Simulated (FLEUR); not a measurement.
# Collinear magnetic orders of CrO2 with FLEUR

A self-consistent run ends on one state, which hangs on the start. Several orders of CrO2 are started in FLEUR and their energies compared.

Program: FLEUR MaX-R8.1. Level of theory: PBE with U = 3.5 eV on Cr d; all-electron FLAPW, Dirac cores, scalar-relativistic bands. Results are calculated unless marked as measured.

## Step 1: The starting structure

The structure is tetragonal, space group P4_2/mnm (No. 136). Conventional cell: a = 4.421 Å, b = 4.421 Å, c = 2.917 Å, α = 90.00°, β = 90.00°, γ = 90.00°. Nearest to Cr lie 6 O at 1.88 to 1.92 Å. Nearest to O lie 3 Cr at 1.88 to 1.92 Å. Farther neighbours and most contacts between anions are not listed.

Coordinates:

```cif
data_structure
_symmetry_space_group_name_H-M 'P4_2/mnm'
_symmetry_Int_Tables_number 136
_cell_length_a 4.4210
_cell_length_b 4.4210
_cell_length_c 2.9170
_cell_angle_alpha 90.000
_cell_angle_beta 90.000
_cell_angle_gamma 90.000
_cell_volume 57.01
loop_
_atom_site_label
_atom_site_type_symbol
_atom_site_symmetry_multiplicity
_atom_site_Wyckoff_symbol
_atom_site_fract_x
_atom_site_fract_y
_atom_site_fract_z
_atom_site_occupancy
Cr1 Cr 2 a 0.00000 0.00000 0.00000 1
O1 O 4 f 0.30100 0.30100 0.00000 1
```

## Step 2: Run 1 (ferro ++)

The parallel start comes first: it shows whether parallel moments hold. A Hubbard U acts on the open shell, since semilocal functionals spread its electrons too much.

inpgen writes inp.xml from crystal.txt; cutoffs, mixing, functional, smearing and local orbitals are then set in the file. The k list default-1 (kpts.xml, not shown) is a Γ-centred 8×8×8 mesh; where the ranks do not divide the number of points, some are split in two of half the weight.

Contents of inp.xml:

```
<?xml version="1.0" encoding="UTF-8" standalone="no"?>
<fleurInput fleurInputVersion="0.39">
   <comment>
      CrO2
   </comment>
   <calculationSetup>
      <cutoffs Kmax="4.4" Gmax="13.2" GmaxXC="13.2" numbands="0"/>
      <scfLoop itmax="120" minDistance="0.0001" maxIterBroyd="15" imix="Anderson" alpha="0.05" precondParam="0.0" spinf="2.0" sdNocoIR="T"/>
      <coreElectrons ctail="T" frcor="F" kcrel="0" coretail_lmax="0"/>
      <xcFunctional name="pbe" relativisticCorrections="F"/>
      <magnetism jspins="2"/>
      <soc l_soc="F" theta="0.0" phi="0.0" spav="F"/>
      <expertModes spex="0" secvar="F"/>
      <geometryOptimization l_f="F" forcealpha="1.0" forcemix="BFGS" epsdisp="0.00001" epsforce="0.00001"/>
      <ldaU l_linMix="F" mixParam="0.05" spinf="1.0"/>
   </calculationSetup>
   <cell>
      <bzIntegration valenceElectrons="52.0" mode="hist" fermiSmearingEnergy="0.00183747">
         <kPointListSelection listName="default-1"/>
         <xi:include xmlns:xi="http://www.w3.org/2001/XInclude" href="kpts.xml"> </xi:include>
      </bzIntegration>
      <xi:include xmlns:xi="http://www.w3.org/2001/XInclude" href="sym.xml"> </xi:include>
      <bulkLattice scale="1.0">
         <bravaisMatrix>
            <row-1>    8.3544791968565999     0.0000000000000000     0.0000000000000000</row-1>
            <row-2>    0.0000000000000000     8.3544791968565999     0.0000000000000000</row-2>
            <row-3>    0.0000000000000000     0.0000000000000000     5.5123311054581992</row-3>
         </bravaisMatrix>
      </bulkLattice>
   </cell>
   <atomSpecies>
      <species name="Chromium (3.000" element="Cr" atomicNumber="24">
         <mtSphere radius="2.22" gridPoints="735" logIncrement="0.016"/>
         <atomicCutoffs lmax="8" lnonsphr="6"/>
         <electronConfig flipSpins="F">
            <coreConfig>(1s1/2) (2s1/2) (2p1/2) (2p3/2)</coreConfig>
            <valenceConfig>(3s1/2) (3p1/2) (3p3/2) (4s1/2) (3d3/2) (3d5/2)</valenceConfig>
            <stateOccupation state="(4s1/2)" spinUp="0.5" spinDown="0.5"/>
            <stateOccupation state="(3d3/2)" spinUp="1.0" spinDown="1.0"/>
            <stateOccupation state="(3d5/2)" spinUp="3.0" spinDown="0.0"/>
         </electronConfig>
         <energyParameters s="4" p="4" d="3" f="4"/>
         <ldaU l="2" U="3.5" J="0.0" l_amf="F"/>
         <lo type="SCLO" l="0" n="3" eDeriv="0"/>
         <lo type="SCLO" l="1" n="3" eDeriv="0"/>
      </species>
      <species name="Oxygen (O)" element="O" atomicNumber="8">
         <mtSphere radius="1.25" gridPoints="415" logIncrement="0.025"/>
         <atomicCutoffs lmax="6" lnonsphr="4"/>
         <electronConfig flipSpins="F">
            <coreConfig>(1s1/2)</coreConfig>
            <valenceConfig>(2s1/2) (2p1/2) (2p3/2)</valenceConfig>
            <stateOccupation state="(2p1/2)" spinUp="0.666667" spinDown="0.666667"/>
            <stateOccupation state="(2p3/2)" spinUp="1.333333" spinDown="1.333333"/>
         </electronConfig>
         <energyParameters s="2" p="2" d="3" f="4"/>
      </species>
   </atomSpecies>
   <atomGroups>
      <atomGroup species="Chromium (3.000">
         <relPos label="                   1">.0000000000 .0000000000 .0000000000</relPos>
         <relPos label="                   2">1.000/2.000 1.000/2.000 1.000/2.000</relPos>
         <force calculate="T" relaxXYZ="TTT"/>
      </atomGroup>
      <atomGroup species="Oxygen (O)">
         <relPos label="                   3">.3010000000 .3010000000 .0000000000</relPos>
         <relPos label="                   4">.1990000000 -.1990000000 1.000/2.000</relPos>
         <relPos label="                   5">-.3010000000 -.3010000000 .0000000000</relPos>
         <relPos label="                   6">-.1990000000 .1990000000 1.000/2.000</relPos>
         <force calculate="T" relaxXYZ="TTT"/>
      </atomGroup>
   </atomGroups>
   <output dos="F" band="F" slice="F">
      <bandDOS minEnergy="-.5*Htr" maxEnergy="0.5*Htr" sigma="0.015" storeEVData="T"/>
      <plotting iplot="0" polar="F">
         <plot TwoD="T" vec1="  1.0  0.0  0.0" vec2="  0.0  1.0  0.0" vec3="  0.0  0.0  1.0" zero="  0.0  0.0  0.0" file="plot"/>
      </plotting>
      <moessbauerParams electricFieldGradient="F" isomerShift="F" coreHyperfine="F" valenceHyperfine="F"/>
   </output>
</fleurInput>
```

Contents of crystal.txt:

```
CrO2
&input film=F cartesian=F /
4.42100000000  0.00000000000  0.00000000000
0.00000000000  4.42100000000  0.00000000000
0.00000000000  0.00000000000  2.91700000000
1.8897261246
1.0 1.0 1.0

6
24 0.00000000000  0.00000000000  0.00000000000 : 3.000
24 0.50000000000  0.50000000000  0.50000000000 : 3.000
8 0.30100000000  0.30100000000  0.00000000000
8 0.19900000000  0.80100000000  0.50000000000
8 0.69900000000  0.69900000000  0.00000000000
8 0.80100000000  0.19900000000  0.50000000000

&kpt div1=8 div2=8 div3=8 gamma=T /
```

Launch:

```console
$ OMP_NUM_THREADS=1 inpgen -f crystal.txt > inpgen.log  # inp.xml is then edited as shown
$ OMP_NUM_THREADS=1 mpirun -n 8 fleur_MPI > fleur.log
```

Log:

```text
Welcome to FLEUR        (www.flapw.de)
      MaX-Release 8.1          (www.max-centre.eu)

 ========== k-point set info ==========
 Selected k-point list: default-1
 k-point list type: mesh
 0 x 0 x 0
 Number of k points: 80

 ------------Calculation Setup---------------------------
 Number of MPI-tasks      :            8
 Number of PE/node        :            8
 Number of OMP-threads    :            1
 k-points in parallel     :            8
 pe's per k-point         :            1
 No of k-point loops      :           10
 Eigenvalue solver        :       lapack
 Number of basis functions:          608
 Approximate size of matrices (H+S) per k-point:         0.006 GB
 --------------------------------------------------------
 no density matrix found ... skipping LDA+U
 Reset of history
 Iteration:     1   Distance:      51.83140151 me/bohr^3
 Iteration:     2   Distance:      46.59166299 me/bohr^3
 Iteration:     3   Distance:      39.66123024 me/bohr^3
 Iteration:     4   Distance:      16.30943768 me/bohr^3
 Iteration:     5   Distance:      24.51263051 me/bohr^3
 Iteration:     6   Distance:      14.04141954 me/bohr^3
 Iteration:     7   Distance:       5.91534031 me/bohr^3
 Iteration:     8   Distance:       6.97618905 me/bohr^3
 Iteration:     9   Distance:       1.66358067 me/bohr^3
 Iteration:    10   Distance:       1.26032691 me/bohr^3
 Iteration:    11   Distance:       0.48065460 me/bohr^3
 Iteration:    12   Distance:       0.36510178 me/bohr^3
 Iteration:    13   Distance:       0.07278363 me/bohr^3
 Iteration:    14   Distance:       0.03651083 me/bohr^3
 Iteration:    15   Distance:       0.03796053 me/bohr^3
 Iteration:    16   Distance:       0.01428531 me/bohr^3
 Iteration:    17   Distance:       0.01489381 me/bohr^3
 Iteration:    18   Distance:       0.01516779 me/bohr^3
 Iteration:    19   Distance:       0.01175896 me/bohr^3
 Iteration:    20   Distance:       0.00533072 me/bohr^3
 Iteration:    21   Distance:       0.00191376 me/bohr^3
 Iteration:    22   Distance:       0.00172115 me/bohr^3
 Iteration:    23   Distance:       0.00051520 me/bohr^3
 Iteration:    24   Distance:       0.00094684 me/bohr^3
 Iteration:    25   Distance:       0.00015250 me/bohr^3
 Iteration:    26   Distance:       0.00004803 me/bohr^3

 ********************************************************************
 Run finished successfully
 Stop message:
   all done
 ********************************************************************

--- out.xml (last complete iteration) ---
<iteration numberForCurrentRun="   26" overallNumber="   26">
         [... left out ...]
         <bandgap value="0.0482593033" units="eV"/>
         <sumValenceSingleParticleEnergies value="-24.9699277571" units="Htr"/>
         <FermiEnergy value="0.2648607155" units="Htr"/>
         <valenceDensity>
            <mtCharges spin="1">
               <mtCharge atomType="1" total="7.3606205" s="1.1401559" p="3.1941125" d="2.9444543" f="0.0607329"/>
               <mtCharge atomType="2" total="1.8909607" s="0.6116870" p="1.2761278" d="0.0027304" f="0.0003563"/>
            </mtCharges>
            <mtCharges spin="2">
               <mtCharge atomType="1" total="5.1019418" s="1.1218405" p="3.1733901" d="0.7223709" f="0.0607846"/>
               <mtCharge atomType="2" total="2.0185274" s="0.6166172" p="1.4005928" d="0.0011054" f="0.0001785"/>
            </mtCharges>
            <spinDependentCharge spin="1" total="28.0000000" interstitial="5.7149163" mtSpheres="22.2850837"/>
            <spinDependentCharge spin="2" total="24.0000000" interstitial="5.7220067" mtSpheres="18.2779933"/>
            <totalCharge value="51.9999999999"/>
         </valenceDensity>
         [... left out ...]
         <allElectronCharges>
            <spinDependentCharge spin="1" total="42.0000000" interstitial="5.7149308" mtSpheres="36.2850692"/>
            <spinDependentCharge spin="2" total="38.0000000" interstitial="5.7220213" mtSpheres="32.2779787"/>
            <totalCharge value="79.9999999948"/>
         </allElectronCharges>
         <magneticMomentsInMTSpheres units="muBohr">
            <globalMagMoment atomType="1" vec="0.00000   0.00000   2.25868"/>
            <localMagMoment atomType="1" vec="0.00000   0.00000   2.25868"/>
            <globalMagMoment atomType="2" vec="0.00000   0.00000  -0.12757"/>
            <localMagMoment atomType="2" vec="0.00000   0.00000  -0.12757"/>
         </magneticMomentsInMTSpheres>
         <moessbauerParams unitsHFF="kG" unitsIS="e/bohr^3" unitsEFG="Htr/bohr^2">
         </moessbauerParams>
         <totalEnergy value="    -2402.6025818548" units="Htr">
            <sumOfEigenvalues value="    -1375.3635104722">
               <coreElectrons value="-1350.3935827151"/>
               <valenceElectrons value="-24.9699277571"/>
            </sumOfEigenvalues>
            <densityCoulombPotentialIntegral value="-3630.8503491348"/>
            <densityEffectivePotentialIntegral value="-3801.2740876064"/>
            <chargeDenXCDenIntegral value="-131.6831664263"/>
            <FockExchangeEnergyValence value="0.0000000000"/>
            <FockExchangeEnergyCore value="0.0000000000"/>
            <atomTypeDependentContributions atomType="1">
               <electronNucleiInteractionDifferentMTs value="2495.7622308336"/>
               <MadelungTerm value="-21.2195130229"/>
            </atomTypeDependentContributions>
            <atomTypeDependentContributions atomType="2">
               <electronNucleiInteractionDifferentMTs value="338.0238526453"/>
               <MadelungTerm value="-26.6793908087"/>
            </atomTypeDependentContributions>
            <dftUCorrection value="-0.2801693151"/>
            <tkbTimesEntropy value="0.0001888056"/>
            <freeEnergy value="-2402.6027706604"/>
            <extrapolationTo0K value="-2402.6026762576"/>
         </totalEnergy>
         <ldaUDensityMatrix>
            <densityMatrixFor spin="1" atomType="1" uIndex="1" l="2" U="3.50000000" J="0.00000000">
               (+0.51103,+0.00000) (+0.00000,+0.00000) (+0.00000,+0.18308) (+0.00000,+0.00000) (-0.03706,+0.00000)
               (+0.00000,+0.00000) (+0.58814,+0.00000) (+0.00000,+0.00000) (+0.00000,-0.25216) (+0.00000,+0.00000)
               (+0.00000,-0.18308) (+0.00000,+0.00000) (+0.74612,+0.00000) (+0.00000,+0.00000) (+0.00000,+0.18308)
               (+0.00000,+0.00000) (+0.00000,+0.25216) (+0.00000,+0.00000) (+0.58814,+0.00000) (+0.00000,+0.00000)
               (-0.03706,+0.00000) (+0.00000,+0.00000) (+0.00000,-0.18308) (+0.00000,+0.00000) (+0.51103,+0.00000)
            </densityMatrixFor>
            <densityMatrixFor spin="2" atomType="1" uIndex="1" l="2" U="3.50000000" J="0.00000000">
               (+0.14483,+0.00000) (+0.00000,+0.00000) (+0.00000,-0.06456) (+0.00000,+0.00000) (-0.05182,+0.00000)
               (+0.00000,+0.00000) (+0.16118,+0.00000) (+0.00000,+0.00000) (+0.00000,+0.08744) (+0.00000,+0.00000)
               (+0.00000,+0.06456) (+0.00000,+0.00000) (+0.11035,+0.00000) (+0.00000,+0.00000) (+0.00000,-0.06456)
               (+0.00000,+0.00000) (+0.00000,-0.08744) (+0.00000,+0.00000) (+0.16118,+0.00000) (+0.00000,+0.00000)
               (-0.05182,+0.00000) (+0.00000,+0.00000) (+0.00000,+0.06456) (+0.00000,+0.00000) (+0.14483,+0.00000)
            </densityMatrixFor>
         </ldaUDensityMatrix>
         <ldaUDensityMatrixConvergence>
            <distance spin="1" distance="0.000003"/>
            <distance spin="2" distance="0.000001"/>
         </ldaUDensityMatrixConvergence>
         <densityConvergence units="me/bohr^3">
            <chargeDensity spin="1" distance="0.0000342324"/>
            <chargeDensity spin="2" distance="0.0000174617"/>
            <overallChargeDensity distance="0.0000254302"/>
            <spinDensity distance="0.0000480296"/>
         </densityConvergence>
      </iteration>
```

It took 64 s on 8 MPI ranks of Arm Neoverse V2, shared host; peak memory 0.51 GiB; 8.5 min of CPU time.

Spin moment in the muffin-tin sphere by atom:

```csv
atom,spin moment in the muffin-tin sphere (μB)
Cr1,2.26
Cr2,2.26
O3,-0.13
O4,-0.13
O5,-0.13
O6,-0.13
```

This step gave:

```
free energy                                                       : -65378.1520 eV
program's band gap on this mesh (in a metal only a level spacing) : 0.04826 eV
magnetization                                                     : 4 μB
final state                                                       : ferromagnetic, with opposed induced moments
```

After 26 cycles the largest moment stands at 2.26 μB.

(Part 1 of 4 ends here.)

[Logs and program files are shortened in this print: banners, set-up blocks, solver, clock and traceback lines can be left out without a mark of their own.]

[Logs are printed without paths, hosts, clocks, repeated set-up lines and the standing remarks that a program may print on its own settings, such as how far it seeks lower states.]

[Hosts, paths, dates, database ids (printed as entryN), source tags and the programs' standing remarks are cut or masked in the printed files.]

[Where a cell is said to come from a database of computed structures, the database is the Materials Project.]
